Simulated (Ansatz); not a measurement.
# Lattice dynamics of Sb (Pm-3m, 1 atom in the cell), part 3 of 3

Wanted: phonon frequencies of Sb (Pm-3m, 1 atom in the cell) and what follows from them.

Ansatz 0.2.0; DFT PBEsol, scalar-relativistic, plane waves, PAW.

So far, highest frequency on the path or at a solved wavevector (cm⁻¹): step 5 (phonons on a q mesh) 131. The relaxed cell has a = 3.059 Å (conventional setting).

This is not the structure that Sb takes at ambient pressure and room temperature (space group No. 166); it is a model or a phase of other conditions.

### 6. Finite displacements in a supercell

Finite displacements in a 2×2×2 supercell give force constants from forces alone. They are exact at the wavevectors that the supercell holds, where they check the linear-response result.

input.yaml reads:

```yaml
crystal:
  lattice:
    - [3.0587968375, 0.0, 0.0]
    - [0.0, 3.0587968375, 0.0]
    - [0.0, 0.0, 3.0587968375]
  atoms:
    - { symbol: Sb, position: [0.0, 0.0, 0.0] }
kpoints:
  mp_grid: { grid: [16, 16, 16] }
hamiltonian:
  xc: pbesol
scf:
  occupations: { method: methfessel_paxton, width: 0.15 }
output:
  eigenvalues: true
phonons:
  method: fd
  supercell: [2, 2, 2]
  temperatures: { t_max: 1000, t_step: 50 }
  qpath:
    path:
      - [[0.0, 0.0, 0.0], [0.0, 0.5, 0.0], [0.5, 0.5, 0.0], [0.0, 0.0, 0.0], [0.5, 0.5, 0.5], [0.0, 0.5, 0.0]]
      - [[0.5, 0.5, 0.5], [0.5, 0.5, 0.0]]
    npoints: 10
```

Started as:

```sh
$ ansatz run input.yaml --threads 4 --pin off --max-ram 7168MiB --backend cpu --events-out ev --progress --plain --runs-dir out
```

Numbers of over 12 decimals in the logs are rounded to 6 here.

Log:

```text
[...]
Crystal: 8 atoms, lattice volume = 228.951 Å³
Basis set: ecut = 420 eV, 4457 PW (Γ), exchange–correlation on 90×90×90 points (8 copies of the dense FFT grid, shifted against one another)
Bands: 80, of which v1, the nominal top of the filled ones, is band 60 counted from 1 (59 counted from 0)
Symmetry: 384 space group operations
k-points: 35 of 512
[...]
SCF iter   1: F=—  HF=-51264.468106 eV  |F-HF|=—  |Δ(HF+E_count)|=         —  Δρ=8.88e-8  dr2=1.26e-11  ethr=1.00e-12  ⟨swp⟩=3.0  Hψ=6938  notcnv=0
[...]
SCF iter   2: F=-51264.468106 eV  HF=-51264.468106 eV  |F-HF|=4.37e-11  |Δ(HF+E_count)|=  1.46e-11  S|Δr|=    0.00e0  Δρ=3.44e-8  dr2=2.24e-12  ethr=1.00e-12  ⟨swp⟩=3.9  Hψ=7462  notcnv=0
SCF 1 converged in 2 iterations: F = -51264.468106 eV  dr2 = 2.24e-12
[...]
Symmetry: 6 space group operations
k-points: 65 of 512 (time reversal used)
[...]
SCF iter   7: F=-51264.468101 eV  HF=-51264.468101 eV  |F-HF|=7.28e-12  |Δ(HF+E_count)|=  7.28e-12  S|Δr|=    0.00e0  Δρ=2.04e-8  dr2=1.75e-12  ethr=1.00e-12  ⟨swp⟩=6.0  Hψ=19289  notcnv=0
SCF 2 converged in 7 iterations: F = -51264.468101 eV  dr2 = 1.75e-12
[...]
SCF converged after 2 iterations
[...]
Free energy (F): -51264.468106 eV
[...]
Internal energy: -51264.478454 eV  (E = F + TS)
E sigma→0 (E₀):  -51264.470693 eV
Entropy (-TS):   0.010348 eV (1.294 meV/atom)
Fermi energy:    10.446541 eV
[...]
--- Band table (eV; the first three rows and the last of 35) ---
  k-point 0: bands = [... 56 lower, 6.7492, 8.7788, 8.7788, 8.7788, 12.4486, 12.4486, 12.4486, 13.8304, ... 16 higher]
  k-point 1: bands = [... 56 lower, 7.1195, 8.6622, 8.6622, 9.2434, 12.5041, 12.6970, 12.6970, 13.0356, ... 16 higher]
  k-point 2: bands = [... 56 lower, 8.0422, 8.3607, 8.3607, 10.2919, 11.5170, 12.6704, 13.3796, 13.3796, ... 16 higher]
  k-point 34: bands = [... 56 lower, 9.8623, 9.8623, 9.8623, 9.8623, 9.8623, 9.8623, 9.8623, 9.8623, ... 16 higher]
--- Phonons: 1 displaced member + reference (amplitude 0.0025 Å, Σ member SCF iterations 7) ---
  symmetry images taken by strict's conditions (phonons.symmetry_images: auto; settled by no image being taken that strict refuses)
  ASR residual: 7.497e-6 → 0.000e0 eV/Å²; symmetrization residual: 1.332e-15 eV/Å²
  largest component of a force at the reference: 5.5e-29 eV/Å
  ASR residual per site (eV/Å²): 7.50e-6
  Γ frequencies (cm⁻¹): 0.00 0.00 0.00
[...]
```

It took 39 s on 4 threads of Arm Neoverse V2, shared host; peak memory 1.4 GiB.

Numbers from this step:

| Item | Value |
| --- | --- |
| atoms in the supercell | 8 |
| sum-rule residual before enforcement | 7.50e-6 eV/Å² |
| highest frequency on the path or at a solved wavevector | 118.8 cm⁻¹ |

Interpolated from a 2×2×2 supercell, rough between the solved points. Phonon branches along the path, in cm⁻¹:

| point | branch 1 | branch 2 | branch 3 |
| --- | --- | --- | --- |
| Γ | 0 | 0 | 0 |
| halfway | 24 | 24 | 84 |
| X | 34 | 34 | 119 |
| halfway | 42 | 72 | 108 |
| M | 49 | 96 | 96 |
| halfway | 34 | 78 | 78 |
| Γ | 0 | 0 | 0 |
| halfway | 58 | 58 | 58 |
| R | -102 | -102 | -102 |
| halfway | 25 | 25 | 75 |
| X | 34 | 34 | 119 |
| jump to R | -102 | -102 | -102 |
| halfway | -63 | -24 | -24 |
| M | 49 | 96 | 96 |

The phonon branches as a text plot (rows in cm⁻¹):

```
    114 |      *****                                   ***
    105 |     *     **                                *
     96 |    *        ****                           *          *
     87 |   *        *    ***                                  *
     77 |           *        *                      *
     68 |                     *                               *
     59 |          *                   **
     50 |  *      *  *****     *     **               *         *
     41 | *      ****     ***   *   *    **        * * **
     32 |    *****           **                          *     *
     22 |*  *                  * * *                *
     13 | **                    *
      4 |*                       **
     -5 |
    -14 |                                                     *
    -24 |                                                    *
    -33 |
    -42 |                                  *       *
    -51 |                                         *
    -60 |                                                   **
    -70 |                                         *
    -79 |                                   *    *         **
    -88 |                                        *         *
    -97 |                                    ****         *
         Γ      X      M          Γ            R        X|R     M
```

The phonon density of states has structure finer than the step of the table below, so its rows give means over 10 cm⁻¹, whole bins alone (the curve runs from -101 to 119 cm⁻¹). Peaks (cm⁻¹: height): 39.0: 0.0801.

Tetrahedra on a 20×20×20 mesh, mean over bins of 2 cm-1. Interpolated from a 2×2×2 supercell, rough between the solved points. The phonon density of states by wavenumber; means over each step:

wavenumber (cm⁻¹), phonon density of states (1/cm⁻¹/cell) and a bar:
```
      -90     0.0026 
      -80     0.0036 #
      -70     0.0042 #
      -60     0.0048 #
      -50     0.0047 #
      -40     0.0043 #
      -30     0.0037 #
      -20     0.0032 
      -10     0.0031 
        0     0.0033 
       10     0.0043 #
       20     0.0092 ###
       30     0.0236 ###########
       40     0.0617 ##############################
       50     0.0310 ##############
       60     0.0258 ############
       70     0.0250 ###########
       80     0.0248 ###########
       90     0.0252 ###########
      100     0.0187 ########
      110     0.0109 ####
```

### 7. What came out

```
space group after relaxation (within 0.01 Å)            : Pm-3m
volume per atom                                         : 28.6 Å³
electronic character                                    : no gap on this mesh
lowest mode on the q mesh (acoustic modes at Γ apart)   : -102 cm⁻¹
highest frequency on the path or at a solved wavevector : 131 cm⁻¹
imaginary modes on the 4×4×4 q mesh                     : yes
```

Modes are clearly imaginary (beyond 10i cm⁻¹) at 1 of the 10 irreducible wavevectors, most at q = (-0.5, -0.5, -0.5) (101.7i cm⁻¹), so this structure is not a minimum of the energy. With no gap, or one that is small against the smearing, the frequencies hang on the k mesh and the smearing, most of all near Kohn anomalies. Spin-orbit coupling is left out, which can matter for the heavy elements here. A phonon run warned that its eigensolver left some bands unconverged in a pass. These are harmonic frequencies at zero temperature: anharmonic shifts, linewidths and thermal expansion are left out.

[Logs are printed without paths, hosts, clocks, repeated set-up lines and the standing remarks that a program may print on its own settings, such as how far it seeks lower states.]

[Hosts, paths, dates, database ids (printed as entryN), source tags and the programs' standing remarks are cut or masked in the printed files.]
